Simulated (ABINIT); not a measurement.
# Y2CrH6 (Fm-3m): G0W0 with and without spin-orbit coupling, part 2 of 2

Is the spin-orbit change of the gap of Y2CrH6 (Fm-3m) the same in DFT and in GW?

ABINIT 10.8.3; PBEsol and many-body steps on it, plane waves. Known limits of the many-body steps: not at the basis limit; mesh may overstate the screening; screening head approximate; no spin polarisation; d states lean on the start; no spin-orbit coupling in some runs; coarse k mesh.

So far. Step 4 (Scalar-relativistic): The gap on the mesh goes from 0.27 eV to 0.30 eV, a correction of +0.03 eV. Step 5 (Empty states on the mesh, 2×2×2 mesh, 138 bands): On this mesh the gap is 0.252 eV.

## Step 7: With spin-orbit coupling

This step: G0W0 on PBEsol with spin-orbit coupling, plane waves, norm-conserving pseudopotentials.

Input file run.abi:

```
acell 3*1.0 Angstrom
rprim 
  0.000000000000 3.499313000000 3.499313000000
  3.499313000000 0.000000000000 3.499313000000
  3.499313000000 3.499313000000 -0.000000000000
ntypat 3
znucl 39 24 1
natom 9
typat 1 1 2 3 3 3 3 3 3
xred 
  0.750000000000 0.750000000000 0.750000000000
  0.250000000000 0.250000000000 0.250000000000
  0.000000000000 0.000000000000 0.000000000000
  0.754389000000 0.754389000000 0.245611000000
  0.245611000000 0.754389000000 0.245611000000
  0.754389000000 0.245611000000 0.245611000000
  0.245611000000 0.245611000000 0.754389000000
  0.754389000000 0.245611000000 0.754389000000
  0.245611000000 0.754389000000 0.754389000000
pp_dirpath "pseudos"
pseudos "Y.upf, Cr.upf, H.upf"
ecut 43
nspinor 2
ngkpt 2 2 2
nshiftk 1
shiftk 0 0 0
kptopt 1
chksymbreak 0
istwfk *1
occopt 1
irdwfk 1
optdriver 4
nband 126
gwcalctyp 0
ecutsigx 43
symsigma 0
nkptgw 2
kptgw 
  0.0000000000 0.0000000000 0.0000000000
  0.5000000000 0.5000000000 0.0000000000
bdgw 
  39 46
  39 46
ecuteps 3.6
irdscr 1
ppmodel 1
indata_prefix "in"
outdata_prefix "out"
tmpdata_prefix "tmp"
```

On the command line:

```sh
$ OMP_NUM_THREADS=1 mpirun -n 4 abinit run.abi > log
```

Numbers of over 12 decimals in the logs are rounded to 6 here.

The log of the run:

```text
.Version 10.8.3 of ABINIT. v10.8.2 released Aug 2026.

 Symmetries : space group Fm -3 m (#225); Bravais cF (face-center cubic)
[... echo of the input left out ...]
== DATASET  1 ==================================================================
-   mpi_nproc: 4, omp_nthreads: 1 (-1 if OMP is not activated)

--- !DatasetInfo
iteration_state: {dtset: 1, }
dimensions: {natom: 9, nkpt: 3, mband: 126, nsppol: 1, nspinor: 2, nspden: 1, mpw: 7848, }
cutoff_energies: {ecut:  43.0, pawecutdg:  -1.0, }
electrons: {nelect:   4.20000000E+01, charge:   0.00000000E+00, occopt:   1.00000000E+00, tsmear:   1.00000000E-02, }

 SIGMA: Calculation of the GW corrections

 Based on a program developped by R.W. Godby, V. Olevano, G. Onida, and L. Reining.
 Incorporated in ABINIT by V. Olevano, G.-M. Rignanese, and M. Torrent.
.Using double precision arithmetic ; gwpc =  8

[... cell and pseudopotentials left out ...]
--------------------------------------------------------------------------------

 ==== K-mesh for the wavefunctions ====
 Number of points in the irreducible wedge :     3
[... list of points left out ...]
 Together with 48 symmetry operations and time-reversal symmetry
 yields     8 points in the full Brillouin Zone.

 ==== Q-mesh for screening function ====
 Number of points in the irreducible wedge :     3
[... list of points left out ...]
 Together with 48 symmetry operations and time-reversal symmetry
 yields     8 points in the full Brillouin Zone.

 vcoul_init : cutoff-mode = AUXILIARY_FUNCTION
 q-points for optical limit:   1
     1)      0.000010    0.000020    0.000030
 setmesh: FFT mesh size selected  =    60x   60x   60
          total number of points  =       216000

 Number of electrons calculated from density =   42.0000; Expected =   42.0000
[...]
number of omega for Sigma on real axis              0
 max omega for Sigma on real axis  [eV]           0.00
 zcut for avoiding poles [eV]                     0.10

 EPSILON^-1 parameters (SCR file):
 dimension of the eps^-1 matrix on file            169
 dimension of the eps^-1 matrix used               169
 number of plane-waves for wavefunctions          7799
 number of bands                                   126
 number of q-points in IBZ                           3
 number of frequencies                               2
 number of real frequencies                          1
 number of imag frequencies                          1

 matrix elements of self-energy operator (all in [eV])

 Perturbative Calculation

--- !SelfEnergy_ee
iteration_state: {dtset: 1, }
kpoint     : [   0.000,    0.000,    0.000, ]
spin       : 1
KS_gap     :    1.951
QP_gap     :    2.401
Delta_QP_KS:    0.449
data: !SigmaeeData |
     Band     E0 <VxcDFT>   SigX SigC(E0)      Z dSigC/dE  Sig(E)    E-E0       E
       39   7.731 -20.067 -21.851   3.333   0.738  -0.355 -18.925   1.143   8.874
       40   7.731 -20.067 -21.851   3.332   0.738  -0.355 -18.925   1.142   8.874
       41   7.731 -20.067 -21.848   3.330   0.738  -0.355 -18.924   1.143   8.874
[...]
--- !SelfEnergy_ee
iteration_state: {dtset: 1, }
kpoint     : [   0.500,    0.500,    0.000, ]
spin       : 1
KS_gap     :    0.471
QP_gap     :    0.477
Delta_QP_KS:    0.007
data: !SigmaeeData |
     Band     E0 <VxcDFT>   SigX SigC(E0)      Z dSigC/dE  Sig(E)    E-E0       E
[...]
45   9.015 -19.674 -12.459  -5.109   0.750  -0.334 -18.095   1.579  10.594
       46   9.015 -19.674 -12.459  -5.109   0.750  -0.334 -18.095   1.579  10.594

== END DATASET(S) ==============================================================
================================================================================

 -outvars: echo values of variables after computation  --------
           etotal      0.0000000000E+00
            nband         126
             nkpt           3
          spgroup         225
 [... the other variables as echoed above ...]

 Calculation completed.
```

It took 63 s on 4 MPI ranks of Arm Neoverse N1, shared host; peak memory 2.2 GiB.

Numbers from this step:

```
G0W0 gap on the points computed              : 0.2810 eV
starting gap on the mesh                     : 0.2522 eV
k of the valence top                         : 0, 0, 0
k of the conduction bottom                   : 0.5, 0.5, 0
Z at the valence top                         : 0.738
Z at the conduction bottom                   : 0.805
least direct G0W0 gap on the computed points : 0.4770 eV
```

Against G0W0 in ABINIT (2×2×2 mesh, 63 bands, screening to 98 eV, Godby-Needs plasmon pole), the gap moves by −0.020 eV.

## Step 8: The runs together

Times are wall times on 4 MPI ranks of Arm Neoverse N1, shared host, good to a factor of about two. A run's time includes the screening step that it read.

| run | mesh | bands | screening cutoff (eV) | DFT gap (eV) | gap on the mesh (eV) | direct (eV) | ε∞ used | time |
| --- | --- | --- | --- | --- | --- | --- | --- | --- |
| scalar-relativistic | 2×2×2 | 63 | 98 | 0.270 | 0.301 | 0.499 | 52.73 | 17 s |
| with spin-orbit coupling | 2×2×2 | 126 | 98 | 0.252 | 0.281 | 0.477 | 53.62 | 1.8 min |

## Step 9: What came out

- scalar-relativistic: 0.301 eV
- with spin-orbit coupling: 0.281 eV
- known limits: not at the basis limit; mesh may overstate the screening; screening head approximate; no spin polarisation; d states lean on the start; no spin-orbit coupling in some runs; coarse k mesh

**Reading.** With spin-orbit coupling: −0.020 eV against scalar-relativistic, −0.018 eV of it in the start. Bands and cutoff are finite, so the gap is not at the basis limit. The miss can reach some tenths of an eV and take either sign; the mesh is an error of its own. In the first G0W0 run levels were corrected at 2 k points alone, so a gap called «on the mesh» is the least over those, and an edge elsewhere would be missed. The 2×2×2 mesh is coarse for this cell, which bears on the long-range parts of exchange and screening. The RPA ε∞ on this mesh reaches over 25; with a narrow direct gap a coarse mesh can overstate it, and the correction is then too small. The long-wavelength limit of the screening leaves out the non-local commutator, which shifts ε∞. The runs have no spin polarisation. For a closed low-spin shell that is the natural state; where a d or f shell is open it is a constraint, and the gap is then not the crystal's own. With d states at the gap, one-shot GW leans hard on its start.

[Paths, hosts, dates, memory and timing lines, banners, echoed tables and standing remarks are left out of the program output.]

[Logs are printed without paths, hosts, clocks, repeated set-up lines and the standing remarks that a program may print on its own settings, such as how far it seeks lower states.]

[Runs of the session that timed out or met a known fault of the program may be left out.]

[No measured gap is set beside runs whose start may be inverted or whose files or cutoffs have a known fault.]

[Hosts, paths, dates, database ids (printed as entryN), source tags and the programs' standing remarks are cut or masked in the printed files.]

[G0W0 gaps are taken among the corrected bands and points alone; a level outside them can change the order at an edge.]

[Where Ansatz stands beside ABINIT at settings called matched, ABINIT's density can come from a denser mesh and the files from another edition; pairs whose starting gaps differed by over 0.03 eV were left out, so agreement reads better than it is.]
